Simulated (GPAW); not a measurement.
## LiCNO (R3m): G0W0 on several meshes in GPAW

How does the mesh move the gap of LiCNO (R3m)?

Main program and level: GPAW 26.7.0; LDA and many-body steps on it, plane waves.

### 1. Set-up

The structure is trigonal, space group R3m (No. 160). Conventional cell: a = 3.288 Å, b = 3.288 Å, c = 14.286 Å, α = 90.00°, β = 90.00°, γ = 120.00°. Li has 3 N at 2.18 Å and 3 O at 2.28 Å nearest. Nearest to C lie 1 N at 1.19 Å and 1 O at 1.23 Å. Nearest to N lie 1 C at 1.19 Å and 3 Li at 2.18 Å. O has 1 C at 1.23 Å and 3 Li at 2.28 Å nearest. Farther neighbours and most contacts between anions are not listed.

Coordinates:

```xyz
4
Lattice="1.6440 0.9492 4.7621 -1.6440 0.9492 4.7621 0.0000 -1.8983 4.7621" Properties=species:S:1:pos:R:3 pbc="T T T"
Li    0.0000    0.0000    0.0751
C     0.0000    0.0000    7.1068
N     0.0000    0.0000    5.9139
O     0.0000    0.0000    8.3336
```

The cell and positions are those that the Materials Project relaxed with its own functionals (PBE, PBE+U or r2SCAN), kept fixed.

### 2. Empty states on the mesh, 4×4×4 mesh, 214 bands

This step: GPAW 26.7.0; DFT, LDA, plane waves, PAW.

The sums over transitions need many empty states on a uniform mesh; this step solves for them.

Contents of run.py:

```python
import json
import numpy as np
from gpaw.mpi import world
from gpaw import GPAW

calc = GPAW('gs.gpw').fixed_density(kpts={'size': (4, 4, 4), 'gamma': True},
    parallel={'domain': 1, 'band': 1},
    txt='nscf.txt')
calc.diagonalize_full_hamiltonian(nbands=214)
calc.write('full.gpw', mode='all')
res = {}
kpts = calc.get_ibz_k_points()
res['kpts'] = kpts
res['eigenvalues'] = [calc.get_eigenvalues(kpt=k) for k in range(len(kpts))]
res['n_electrons'] = calc.get_number_of_electrons()

if world.rank == 0:
    with open('result.json', 'w') as f:
        json.dump(res, f, default=lambda x: x.tolist())
```

Launch:

```console
$ mpirun -n 4 gpaw python run.py
```

Numbers of over 12 decimals in the logs are rounded to 6 here.

The log of the run:

```text
Diagonalizing LCAO Hamiltonian
Converting LCAO to pw mode
convergence criteria:
- Maximum integral of absolute [eigenst]ate change: 4e-08 eV^2 / valence electron
maximum number of iterations: 100

SCF iterations
|iter     |     time |      energy | eigst |  dens |
|iter:   1|  |             | +0.88 |       |
|iter:   2|  |             | -0.60 |       |
|iter:   3|  |             | -1.25 |       |
[...]
|iter:   7|  |             | -5.68 |       |
|iter:   8|  |             | -6.63 |       |
|iter:   9|  |             | -7.65c|       |
SCF steps: 9
  __  _  _
 | _ |_)|_||  |
 |__||  | ||/\| - 26.7.0

Input parameters:
  mode=PW(ecut=600.0),
  convergence={'density': 1e-06, 'bands': -3},
  gpts=array([30, 30, 30]),
  kpts=MonkhorstPack(size=(4, 4, 4), gamma=True),
  maxiter=100,
  nbands=16,
  occupations=Occupations(name='fermi-dirac', width=0.001, fixmagmom=False),
  parallel={'domain': 1, 'band': 1},
  xc=XC(name='LDA')
Matrix size: 1519x1519
# Writing to full.gpw (mode='all')
  [... matrices ...]

timing:  # [seconds]
  Total: 17.842  # ━━━━━━━━━━━━━━━━━━━━━━━━━━━━━━━━━━━━━━━━━━━━━━━━━━━━━━━━━━
```

Run time: 23 s. Hardware: 4 MPI ranks of Arm Neoverse V1, shared host; peak memory 1.6 GiB; 93 s of CPU time.

Numbers from this step:

```
gap                                                           : 4.486 eV
k of the valence top                                          : 0.5, 0.5, 0.5
k of the conduction bottom                                    : 0, 0, 0
least direct gap                                              : 4.637 eV
k points computed                                             : 13
lowest point of the top converged band, above the valence top : 151.2674 eV
```

On this mesh the gap is 4.486 eV.

### 3. 4×4×4

Now the one-shot GW correction: screening in the RPA, then the self-energy of the levels asked for.

This step: G0W0 on LDA, plane waves, PAW.

Contents of run.py:

```python
import json
import numpy as np
from gpaw.mpi import world
from gpaw.response.g0w0 import G0W0

gw = G0W0('full.gpw',
    filename='gw',
    kpts=[0, 12],
    bands=(6, 10),
    ecut=48,
    nbands=33,
    integrate_gamma='WS',
    ppa=True)
gw.calculate()
res = {mode: {k: v for k, v in r.items() if k != 'sigma_eskwn'}
       for mode, r in gw.all_results.items()}

if world.rank == 0:
    with open('result.json', 'w') as f:
        json.dump(res, f, default=lambda x: x.tolist())
```

Launch:

```console
$ mpirun -n 4 gpaw python run.py
```

The log of the run:

```text
Using integrator: PointIntegrator
FrequencyGridDescriptor(from 0.000+0.000j to 0.000+27.211j eV, 2 points)
Nonperiodic BCs:  [False False False]
Using integrator: PointIntegrator
FrequencyGridDescriptor(from 0.000+0.000j to 0.000+27.211j eV, 2 points)
Nonperiodic BCs:  [False False False]
  ___  _ _ _
 |   || | | |
 | | || | | |
 |__ ||_____|
 |___|

BZ k-points: Symmetries present (total): 6

  [... matrices ...]
64 k-points: 4 x 4 x 4 Monkhorst-Pack grid + [1/8,1/8,1/8]
13 k-points in the irreducible part of the Brillouin zone
       k-points in crystal coordinates                weights
   0:     0.00000000    0.00000000    0.00000000          1/64
   1:     0.25000000    0.00000000   -0.25000000          6/64
   2:     0.25000000    0.00000000    0.00000000          6/64
   3:     0.25000000    0.25000000   -0.25000000          6/64
   4:     0.25000000    0.25000000    0.00000000          6/64
   5:     0.25000000    0.25000000    0.25000000          2/64
   6:     0.50000000    0.00000000    0.00000000          3/64
   7:     0.50000000    0.25000000   -0.25000000          6/64
   8:     0.50000000    0.25000000    0.00000000         12/64
   9:     0.50000000    0.25000000    0.25000000          6/64
          ...
  12:     0.50000000    0.50000000    0.50000000          1/64

Distributing spins, k-points and bands (1 x 2 x 4) over 4 processes
Number of blocks: 1

Quasi particle states:
k-points (IBZ indices): [0, 12]
Band range: (6, 10)
  [... matrices ...]
Computational parameters:
Plane wave cut-off: 48 eV
Number of bands: 33
Coulomb cutoff: None
Broadening: 0.1 eV

fxc modes: GW
Kernel: RPA
Using Godby-Needs plasmon-pole approximation:
  Fitting energy: i*E0, E0 = 1.000 Hartree
Summing all q:

Calculating screened Coulomb potential
No Coulomb truncation
FrequencyGridDescriptor(from 0.000+0.000j to 0.000+27.211j eV, 2 points)
Removing empty qpoint cache files...

Calculating chi0 body with:
    Ground state adapter containing:
    Number of spins: 1
    Number of kpoints: 64
    Number of irreducible kpoints: 13
    Number of completely occupied states: 8
    Number of partially occupied states: 8
    Occupied states memory: 3.2958984375 M / cpu

    Linear response parametrization:
    q_c: [0.0, 0.0, 0.0]
    Number of frequency points: 2
    Planewave cutoff: 48.0
    Number of bands: 33
    Number of planewaves: 29
    Broadening (eta): 1e-06
    comm.size: 4
    kncomm.size: 4
    blockcomm.size: 1

    Memory estimate of potentially large arrays:
        chi0_wGG: 0.025665 M / cpu
Integrating chi0 body.

Symmetries of q_c:
    Direct symmetries (Uq -> q): 6
    Indirect symmetries (TUq -> q): 6
In total 12 allowed symmetries.

  [... matrices ...]
13 groups of equivalent kpoints. 79.6875% reduction.

Integral kind: response function
Integrating chi0 head and wings.

Symmetries of q_c:
    Direct symmetries (Uq -> q): 6
    Indirect symmetries (TUq -> q): 6
In total 12 allowed symmetries.

  [... matrices ...]
13 groups of equivalent kpoints. 79.6875% reduction.

Integral kind: response function wings

Calculating chi0 body with:
    Ground state adapter containing:
    Number of spins: 1
    Number of kpoints: 64
    Number of irreducible kpoints: 13
    Number of completely occupied states: 8
    Number of partially occupied states: 8
    Occupied states memory: 3.2958984375 M / cpu

    Linear response parametrization:
[... the further q-points ...]

Results:
f:      Occupation numbers
eps:     KS-eigenvalues [eV]
vxc:     KS vxc [eV]
exx:     Exact exchange [eV]
sigma:   Self-energies [eV]
dsigma:  Self-energy derivatives
Z:       Renormalization factors
qp:      QP-energies [eV]

k-point 0 (0): (0.000, 0.000, 0.000)                GW
band       f     eps     vxc     exx   sigma  dsigma       Z      qp
                                                                   GW
   6   1.000   0.316 -18.716 -22.647   2.831  -0.208   0.828  -0.595
   7   1.000   0.316 -18.716 -22.647   2.829  -0.208   0.828  -0.597
   8   0.000   4.954 -11.398  -6.276  -2.975  -0.145   0.873   6.828
   9   0.000   8.280 -17.334 -10.177  -2.713  -0.196   0.836  11.996

k-point 1 (12): (0.500, 0.500, 0.500)                GW
band       f     eps     vxc     exx   sigma  dsigma       Z      qp
                                                                   GW
   6   1.000   0.467 -18.907 -22.775   2.822  -0.208   0.828  -0.399
   7   1.000   0.467 -18.907 -22.775   2.820  -0.208   0.828  -0.401
   8   0.000   5.240 -10.652  -5.520  -2.913  -0.143   0.875   7.182
   9   0.000   8.105 -17.240 -10.194  -2.661  -0.195   0.837  11.775
```

Wall time 22 s (4 MPI ranks); peak memory 1.5 GiB; 88 s of CPU time.

This step gave:

```yaml
g0w0_gap_on_the_points_computed: 7.227 eV
least_direct_g0w0_gap_on_the_computed_points: 7.423 eV
z_at_the_valence_top: 0.8280
z_at_the_conduction_bottom: 0.8730
starting_gap_on_the_mesh: 4.486 eV
k_of_the_valence_top: 0.5, 0.5, 0.5
k_of_the_conduction_bottom: 0, 0, 0
```

The gap on the mesh goes from 4.49 eV to 7.23 eV, a correction of +2.74 eV.

### 4. Empty states on the mesh, 6×6×6 mesh, 43 bands

This step: DFT, LDA, plane waves, PAW.

Contents of run.py:

```python
import json
import numpy as np
from gpaw.mpi import world
from gpaw import GPAW

calc = GPAW('gs.gpw').fixed_density(kpts={'size': (6, 6, 6), 'gamma': True},
    nbands=50,
    convergence={'bands': 43},
    txt='nscf.txt')
calc.write('full.gpw', mode='all')
res = {}
kpts = calc.get_ibz_k_points()
res['kpts'] = kpts
res['eigenvalues'] = [calc.get_eigenvalues(kpt=k) for k in range(len(kpts))]
res['n_electrons'] = calc.get_number_of_electrons()

if world.rank == 0:
    with open('result.json', 'w') as f:
        json.dump(res, f, default=lambda x: x.tolist())
```

Launch:

```console
$ mpirun -n 4 gpaw python run.py
```

The log of the run:

```text
Diagonalizing LCAO Hamiltonian
Converting LCAO to pw mode
convergence criteria:
- Maximum integral of absolute [eigenst]ate change: 4e-08 eV^2 / valence electron
maximum number of iterations: 100

SCF iterations
|iter     |     time |      energy | eigst |  dens |
|iter:   1|  |             | +3.85 |       |
|iter:   2|  |             | +2.55 |       |
|iter:   3|  |             | +1.50 |       |
[...]
|iter:  10|  |             | -6.04 |       |
|iter:  11|  |             | -6.87 |       |
|iter:  12|  |             | -7.53c|       |
SCF steps: 12
  __  _  _
 | _ |_)|_||  |
 |__||  | ||/\| - 26.7.0

Input parameters:
  mode=PW(ecut=600.0),
  convergence={'bands': 43},
  gpts=array([30, 30, 30]),
  kpts=MonkhorstPack(size=(6, 6, 6), gamma=True),
  maxiter=100,
  nbands=50,
  occupations=Occupations(name='fermi-dirac', width=0.001, fixmagmom=False),
  parallel={},
  xc=XC(name='LDA')
# Writing to full.gpw (mode='all')
  [... matrices ...]

timing:  # [seconds]
  Total: 0.040  # ━━━━━━━━━━━━━━━━━━━━━━━━━━━━━━━━━━━━━━━━━━━━━━━━━━━━━━━━━━━
```

Elapsed: 25 s, on 4 MPI ranks; peak memory 0.93 GiB; 100 s of CPU time.

This step gave:

- gap: 4.486 eV
- k of the valence top: 0.5, 0.5, 0.5
- k of the conduction bottom: 0, 0, 0
- least direct gap: 4.637 eV
- k points computed: 32
- lowest point of the top converged band, above the valence top: 42.75 eV

On this mesh the gap is 4.486 eV.

### 5. 6×6×6

This step: G0W0 on LDA, plane waves, PAW.

Contents of run.py:

```python
import json
import numpy as np
from gpaw.mpi import world
from gpaw.response.g0w0 import G0W0

gw = G0W0('full.gpw',
    filename='gw',
    kpts=[0, 31],
    bands=(6, 10),
    ecut=48,
    nbands=33,
    integrate_gamma='WS',
    ppa=True)
gw.calculate()
res = {mode: {k: v for k, v in r.items() if k != 'sigma_eskwn'}
       for mode, r in gw.all_results.items()}

if world.rank == 0:
    with open('result.json', 'w') as f:
        json.dump(res, f, default=lambda x: x.tolist())
```

Launch:

```console
$ mpirun -n 4 gpaw python run.py
```

The log of the run:

```text
Using integrator: PointIntegrator
FrequencyGridDescriptor(from 0.000+0.000j to 0.000+27.211j eV, 2 points)
Nonperiodic BCs:  [False False False]
Using integrator: PointIntegrator
FrequencyGridDescriptor(from 0.000+0.000j to 0.000+27.211j eV, 2 points)
Nonperiodic BCs:  [False False False]
  ___  _ _ _
 |   || | | |
 | | || | | |
 |__ ||_____|
 |___|

BZ k-points: Symmetries present (total): 6

  [... matrices ...]
216 k-points: 6 x 6 x 6 Monkhorst-Pack grid + [1/12,1/12,1/12]
32 k-points in the irreducible part of the Brillouin zone
       k-points in crystal coordinates                weights
   0:     0.00000000    0.00000000    0.00000000          1/216
   1:     0.16666667    0.00000000   -0.16666667          6/216
   2:     0.16666667    0.00000000    0.00000000          6/216
[...]
9:     0.33333333    0.00000000    0.00000000          6/216
          ...
  31:     0.50000000    0.50000000    0.50000000          1/216

Distributing spins, k-points and bands (1 x 2 x 4) over 4 processes
Number of blocks: 1

Quasi particle states:
k-points (IBZ indices): [0, 31]
Band range: (6, 10)
  [... matrices ...]
Computational parameters:
Plane wave cut-off: 48 eV
Number of bands: 33
Coulomb cutoff: None
Broadening: 0.1 eV

fxc modes: GW
Kernel: RPA
Using Godby-Needs plasmon-pole approximation:
  Fitting energy: i*E0, E0 = 1.000 Hartree
Summing all q:

Calculating screened Coulomb potential
No Coulomb truncation
FrequencyGridDescriptor(from 0.000+0.000j to 0.000+27.211j eV, 2 points)
Removing empty qpoint cache files...

Calculating chi0 body with:
    Ground state adapter containing:
    Number of spins: 1
    Number of kpoints: 216
    Number of irreducible kpoints: 32
    Number of completely occupied states: 8
[...]
q_c: [1.3877787807814457e-17, 1.3877787807814457e-17, 1.3877787807814457e-17]
    Number of frequency points: 2
    Planewave cutoff: 48.0
    Number of bands: 33
    Number of planewaves: 29
    Broadening (eta): 1e-06
    comm.size: 4
    kncomm.size: 4
    blockcomm.size: 1

    Memory estimate of potentially large arrays:
        chi0_wGG: 0.025665 M / cpu
Integrating chi0 body.

Symmetries of q_c:
    Direct symmetries (Uq -> q): 6
    Indirect symmetries (TUq -> q): 6
In total 12 allowed symmetries.

  [... matrices ...]
32 groups of equivalent kpoints. 85.185185% reduction.

Integral kind: response function
Integrating chi0 head and wings.

Symmetries of q_c:
    Direct symmetries (Uq -> q): 6
    Indirect symmetries (TUq -> q): 6
In total 12 allowed symmetries.

  [... matrices ...]
32 groups of equivalent kpoints. 85.185185% reduction.

Integral kind: response function wings

Calculating chi0 body with:
    Ground state adapter containing:
    Number of spins: 1
    Number of kpoints: 216
    Number of irreducible kpoints: 32
    Number of completely occupied states: 8
    Number of partially occupied states: 8
[... the further q-points ...]

Results:
f:      Occupation numbers
eps:     KS-eigenvalues [eV]
vxc:     KS vxc [eV]
exx:     Exact exchange [eV]
sigma:   Self-energies [eV]
dsigma:  Self-energy derivatives
Z:       Renormalization factors
qp:      QP-energies [eV]

k-point 0 (0): (0.000, 0.000, 0.000)                GW
band       f     eps     vxc     exx   sigma  dsigma       Z      qp
                                                                   GW
   6   1.000   0.316 -18.716 -22.639   2.836  -0.209   0.827  -0.583
   7   1.000   0.316 -18.716 -22.639   2.834  -0.209   0.827  -0.584
   8   0.000   4.954 -11.398  -6.288  -2.977  -0.146   0.873   6.815
[...]
k-point 1 (31): (0.500, 0.500, 0.500)                GW
band       f     eps     vxc     exx   sigma  dsigma       Z      qp
                                                                   GW
[...]
8   0.000   5.240 -10.652  -5.534  -2.915  -0.143   0.875   7.167
   9   0.000   8.105 -17.240 -10.193  -2.674  -0.196   0.836  11.761
```

Wall time 2.3 min (4 MPI ranks); peak memory 2.1 GiB.

This step gave:

| Property | Result |
| --- | --- |
| G0W0 gap on the points computed | 7.202 eV |
| least direct G0W0 gap on the computed points | 7.398 eV |
| Z at the valence top | 0.8273 |
| Z at the conduction bottom | 0.8727 |
| starting gap on the mesh | 4.486 eV |
| k of the valence top | 0.5, 0.5, 0.5 |
| k of the conduction bottom | 0, 0, 0 |

Against G0W0 in GPAW (4×4×4 mesh, 33 bands, screening to 48 eV, Godby-Needs plasmon pole), the gap moves by −0.025 eV.

### 6. The runs together

Times are wall times on 4 MPI ranks of Arm Neoverse V1, shared host, good to a factor of about two.

```tsv
run	mesh	bands	screening cutoff (eV)	DFT gap (eV)	gap on the mesh (eV)	direct (eV)	time
4×4×4	4×4×4	33	48	4.486	7.227	7.423	22 s
6×6×6	6×6×6	33	48	4.486	7.202	7.398	2.3 min
```

### 7. Results

```yaml
4x4x4: 7.227 eV
6x6x6: 7.202 eV
known_limits: not at the basis limit
```

What this shows: 6×6×6: −0.025 eV against 4×4×4. Bands and cutoff are finite, so the gap is not at the basis limit. The miss can reach some tenths of an eV and take either sign; the mesh is an error of its own. These stock PAW sets were not made for GW. In the G0W0 runs levels were corrected at 2 k points alone, so a gap called «on the mesh» is the least over those, and an edge elsewhere would be missed.

[Paths, hosts, dates, memory and timing lines, banners, echoed tables and standing remarks are left out of the program output.]

[Logs are printed without paths, hosts, clocks, repeated set-up lines and the standing remarks that a program may print on its own settings, such as how far it seeks lower states.]

[Runs of the session that timed out or met a known fault of the program may be left out.]

[Hosts, paths, dates, database ids (printed as entryN), source tags and the programs' standing remarks are cut or masked in the printed files.]
